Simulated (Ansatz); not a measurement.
# W(100) with 4 thermally displaced layers, 2x2: scattering by thermal displacements

Aim: the resistivity of W at 500 K from frozen thermal displacements between perfect leads. The measured value for the pure metal at this temperature is 10.3 µΩ cm (CRC Handbook of Chemistry and Physics, 84th ed., 2003, Electrical Resistivity of Pure Metals).

Program: Ansatz 0.2.0. Level of theory: Ansatz plane-wave DFT, PBE, PAW files; ballistic transport by layer matching (Landauer), zero bias; PAW set soft_1. Results are calculated unless marked as measured.

Most raw output is cut from this account.

## (1) The structure

The cell holds 56 atoms: 56 W. Cell: a = 6.330 Å, b = 6.330 Å, c = 22.154 Å, α = 90.0°, β = 90.0°, γ = 90.0°. It derives from W. Regions: lead, 40 atoms (40 W); scattering region, 16 atoms (16 W). The structure is stacked along c, and the current runs across the ab planes.

## (2) With 4 displaced layers

Each atom of 4 layers is moved at random, by amounts drawn from a normal law 0.0502 Å wide in each direction from the Debye model (400 K) at 500 K. The layers about the cell's end stay perfect and serve as the lead. Disorder leaves little or no symmetry, which makes such runs dear. Energies from -0.05 to 0.05 eV in steps of 0.05 eV are too few for the program's thermal sum, so it prints no conductance; for a metal the transmission near the Fermi level serves, at a fraction of the cost.

The input, input.yaml:

```yaml
crystal:
  lattice:
    - [6.3296, 0.0, 0.0]
    - [0.0, 6.3296, 0.0]
    - [0.0, 0.0, 22.1536]
  atoms:
    - { symbol: W, position: [0.0, 0.0, 0.0357142857] }
    - { symbol: W, position: [0.0, 0.5, 0.0357142857] }
    - { symbol: W, position: [0.5, 0.0, 0.0357142857] }
    - { symbol: W, position: [0.5, 0.5, 0.0357142857] }
    - { symbol: W, position: [0.25, 0.25, 0.1071428571] }
    - { symbol: W, position: [0.25, 0.75, 0.1071428571] }
    - { symbol: W, position: [0.75, 0.25, 0.1071428571] }
    - { symbol: W, position: [0.75, 0.75, 0.1071428571] }
[... 44 atom lines left out ...]
    - { symbol: W, position: [0.25, 0.25, 0.9642857143] }
    - { symbol: W, position: [0.25, 0.75, 0.9642857143] }
    - { symbol: W, position: [0.75, 0.25, 0.9642857143] }
    - { symbol: W, position: [0.75, 0.75, 0.9642857143] }
kpoints:
  mp_grid: { grid: [4, 4, 1] }
hamiltonian:
  xc: pbe
  pseudopotentials: { kind: paw, azcp: { folder: soft_1 } }
scf:
  occupations: { method: fermi_dirac, width: 0.1 }
output:
  transmission: { leads: [[0, 4]], kmesh: [8, 8], e_range: [-0.05, 0.05], de: 0.05 }
  write_potential: true
  write_density: true
  volumetric_format: npy
```

Started as:

```sh
> ansatz run input.yaml --threads 4 --pin off --max-ram 15360MiB --backend cpu --events-out ev --progress --plain --runs-dir out
```

It took 16 min on 4 threads of Arm Neoverse V1, shared host; peak memory 7.8 GiB.

This step gave:

- free energy: -581610.8422 eV
- energy at zero smearing: -581610.3516 eV
- Fermi energy: 22.48 eV
- cell area: 40.06 Å²
- transmission per spin nearest the Fermi level: 5.150
- open channels per spin nearest the Fermi level: 5.656
- step of the lead's potential: 1.9 meV

Per spin. Table of transmission, zone mean by energy, zero at the Fermi level:

```csv
energy (eV),"transmission, zone mean"
-0.0500,4.79
0.0000,5.15
0.0500,5.12
```

Per spin. Open channels, zone mean, lead against energy, zero at the Fermi level:

```csv
energy (eV),"open channels, zone mean, lead"
-0.0500,5.28
0.0000,5.66
0.0500,5.53
```

Transmission over k1 and k2. At 0.0000 eV from the Fermi level.

Ten even steps from '0' (0.0) to '9' (13.5):
```
10224220
12145412
22489842
44599954
22489842
12145412
10224220
01125211
```
Columns: k1 (b1) from -0.5 to 0.375; rows upwards: k2 (b2) from -0.5 to 0.375.

Open channels over k1 and k2. At 0.0000 eV from the Fermi level.

Values, 8 rows by 8 columns:
```
 2.0  1.0  3.0  4.0  7.0  4.0  3.0  1.0
 2.0  3.0  2.0  7.0 10.0  7.0  2.0  3.0
 4.0  4.0  7.0 13.0 14.0 13.0  7.0  4.0
 8.0  7.0 10.0 14.0 14.0 14.0 10.0  7.0
 4.0  4.0  7.0 13.0 14.0 13.0  7.0  4.0
 2.0  3.0  2.0  7.0 10.0  7.0  2.0  3.0
 2.0  1.0  3.0  4.0  7.0  4.0  3.0  1.0
 0.0  2.0  2.0  4.0  8.0  4.0  2.0  2.0
```
Columns: k1 (b1) from -0.5 to 0.375; rows upwards: k2 (b2) from -0.5 to 0.375.

Over the solved energies the transmission per spin lies between 4.79 and 5.15, out of 5.49 channels of the lead on average (up to 5.66).

## (3) With 8 displaced layers

Each atom of 8 layers is moved at random, by amounts drawn from a normal law 0.0502 Å wide in each direction from the Debye model (400 K) at 500 K. A fresh draw is used; the growth of the resistance with length is what counts.

System of this step: W(100) with 8 thermally displaced layers, 2x2. The cell holds 72 atoms: 72 W. Cell: a = 6.330 Å, b = 6.330 Å, c = 28.483 Å, α = 90.0°, β = 90.0°, γ = 90.0°. It derives from W. Regions: lead, 40 atoms (40 W); scattering region, 32 atoms (32 W). The structure is stacked along c, and the current runs across the ab planes.

The input, input.yaml:

```yaml
crystal:
  lattice:
    - [6.3296, 0.0, 0.0]
    - [0.0, 6.3296, 0.0]
    - [0.0, 0.0, 28.4832]
  atoms:
    - { symbol: W, position: [0.0, 0.0, 0.0277777778] }
    - { symbol: W, position: [0.0, 0.5, 0.0277777778] }
    - { symbol: W, position: [0.5, 0.0, 0.0277777778] }
    - { symbol: W, position: [0.5, 0.5, 0.0277777778] }
    - { symbol: W, position: [0.25, 0.25, 0.0833333333] }
    - { symbol: W, position: [0.25, 0.75, 0.0833333333] }
    - { symbol: W, position: [0.75, 0.25, 0.0833333333] }
    - { symbol: W, position: [0.75, 0.75, 0.0833333333] }
[... 60 atom lines left out ...]
    - { symbol: W, position: [0.25, 0.25, 0.9722222222] }
    - { symbol: W, position: [0.25, 0.75, 0.9722222222] }
    - { symbol: W, position: [0.75, 0.25, 0.9722222222] }
    - { symbol: W, position: [0.75, 0.75, 0.9722222222] }
kpoints:
  mp_grid: { grid: [4, 4, 1] }
hamiltonian:
  xc: pbe
  pseudopotentials: { kind: paw, azcp: { folder: soft_1 } }
scf:
  occupations: { method: fermi_dirac, width: 0.1 }
output:
  transmission: { leads: [[0, 4]], kmesh: [8, 8], e_range: [-0.05, 0.05], de: 0.05 }
  write_potential: true
  write_density: true
  volumetric_format: npy
```

Run time: 23 min. Hardware: 4 threads; peak memory 8.1 GiB.

This step gave:

| Quantity | Value |
| --- | --- |
| free energy | -747784.3479 eV |
| energy at zero smearing | -747783.7282 eV |
| Fermi energy | 22.42 eV |
| transmission per spin nearest the Fermi level | 4.196 |
| open channels per spin nearest the Fermi level | 5.281 |
| step of the lead's potential | 3.6 meV |

Per spin. Table of transmission, zone mean by energy, zero at the Fermi level:

```csv
energy (eV),"transmission, zone mean"
-0.0500,4.00
0.0000,4.20
0.0500,4.47
```

Over the solved energies the transmission per spin lies between 4.00 and 4.47, out of 5.20 channels of the lead on average (up to 5.66).

## (4) With 12 displaced layers

Each atom of 12 layers is moved at random, by amounts drawn from a normal law 0.0502 Å wide in each direction from the Debye model (400 K) at 500 K. A fresh draw is used; the growth of the resistance with length is what counts.

System of this step: W(100) with 12 thermally displaced layers, 2x2. The cell holds 88 atoms: 88 W. Its edges and angles: a = 6.330 Å, b = 6.330 Å, c = 34.813 Å, α = 90.0°, β = 90.0°, γ = 90.0°. It derives from W. Regions: lead, 40 atoms (40 W); scattering region, 48 atoms (48 W). The structure is stacked along c, and the current runs across the ab planes.

The input, input.yaml:

```yaml
crystal:
  lattice:
    - [6.3296, 0.0, 0.0]
    - [0.0, 6.3296, 0.0]
    - [0.0, 0.0, 34.8128]
  atoms:
    - { symbol: W, position: [0.0, 0.0, 0.0227272727] }
    - { symbol: W, position: [0.0, 0.5, 0.0227272727] }
    - { symbol: W, position: [0.5, 0.0, 0.0227272727] }
    - { symbol: W, position: [0.5, 0.5, 0.0227272727] }
    - { symbol: W, position: [0.25, 0.25, 0.0681818182] }
    - { symbol: W, position: [0.25, 0.75, 0.0681818182] }
    - { symbol: W, position: [0.75, 0.25, 0.0681818182] }
    - { symbol: W, position: [0.75, 0.75, 0.0681818182] }
[... 76 atom lines left out ...]
    - { symbol: W, position: [0.25, 0.25, 0.9772727273] }
    - { symbol: W, position: [0.25, 0.75, 0.9772727273] }
    - { symbol: W, position: [0.75, 0.25, 0.9772727273] }
    - { symbol: W, position: [0.75, 0.75, 0.9772727273] }
kpoints:
  mp_grid: { grid: [4, 4, 1] }
hamiltonian:
  xc: pbe
  pseudopotentials: { kind: paw, azcp: { folder: soft_1 } }
scf:
  occupations: { method: fermi_dirac, width: 0.1 }
output:
  transmission: { leads: [[0, 4]], kmesh: [8, 8], e_range: [-0.05, 0.05], de: 0.05 }
  write_potential: true
  write_density: true
  volumetric_format: npy
```

It took 28 min on 4 threads; peak memory 8.3 GiB.

Numbers from this step:

```yaml
free_energy: -913958.5776 eV
energy_at_zero_smearing: -913957.8355 eV
transmission_per_spin_nearest_the_fermi_level: 4.013
step_of_the_lead_s_potential: 5.5 meV
```

Per spin. The transmission, zone mean by energy, zero at the Fermi level:

```csv
energy (eV),"transmission, zone mean"
-0.0500,3.84
0.0000,4.01
0.0500,4.24
```

Over the solved energies the transmission per spin lies between 3.84 and 4.24, out of 5.20 channels of the lead on average (up to 5.66).

## (5) Resistance against length

This step: Ansatz plane-wave DFT, PBE, PAW files; ballistic transport by layer matching (Landauer), zero bias; resistivity from the slope of the area resistance; PAW set soft_1 (Ansatz 0.2.0).

This step gave:

```yaml
resistivity: 15.74 µΩ cm
intercept: 0.002659 fΩ m²
scatter_about_the_fit: 0.01980 fΩ m²
```

Resistance, by row:

```csv
run,length (Å),T,channels N,RA (fΩ m²)
n4,6.33,5.019,5.49,0.08828
n8,12.66,4.222,5.198,0.2299
n12,18.99,4.032,5.198,0.2875
```

Table of area resistance by length of the displaced region:

```csv
length of the displaced region (Å),area resistance (fΩ m²)
6.33,0.0883
12.66,0.230
18.99,0.288
```

The area resistance goes from 0.088 to 0.29 fΩ m² between 6.3 and 19.0 Å, a slope of 16 µΩ cm.

By hand from the end points: (0.2875 − 0.08828) fΩ m² / (18.99 − 6.33) Å = 16 µΩ cm, since 1 fΩ m² per Å is 1000 µΩ cm.

## (6) Summary of results

```json
{"resistivity from the slope": "15.7 µΩ cm", "area resistance over 6.33 Å": "0.0883 fΩ m²", "area resistance over 12.7 Å": "0.230 fΩ m²", "area resistance over 19.0 Å": "0.288 fΩ m²"}
```

**Reading.** The slope gives 16 µΩ cm. The points scatter by 0.020 fΩ m² about the line, with one random draw a length in a 2x2 cell, so the slope is a rough value. The mean square of the displacements drawn is 0.75, 0.94 and 0.81 of the nominal one at the three lengths; with each resistance scaled back by that, the slope is 19 µΩ cm, the value used below. The lead's own channel count moves between the runs (5.49, 5.20 and 5.20), which shifts RA and the slope too. Read with a model of isotropic scattering on a spherical Fermi surface and the lead's 1.1×10¹⁵ S/m², this slope means a mean free path near 41 Å; over these lengths the model's slope is 1.09 times its bulk resistivity, which would be 17 µΩ cm. Uncorrelated displacements put too much weight on short waves, which scatter strongly; with the sideways repeat of a small cell, one draw and three short lengths, the method is good to a factor of two or three. The measured value is 10.3 µΩ cm (CRC Handbook of Chemistry and Physics, 84th ed., 2003, Electrical Resistivity of Pure Metals); the scaled slope is 1.8 times that and the corrected value 1.7: clearly high. Spin-orbit coupling is left out, which matters for W.

[Logs are printed without paths, hosts, clocks, repeated set-up lines and the standing remarks that a program may print on its own settings, such as how far it seeks lower states.]

[Hosts, paths, dates, database ids (printed as entryN), source tags and the programs' standing remarks are cut or masked in the printed files.]
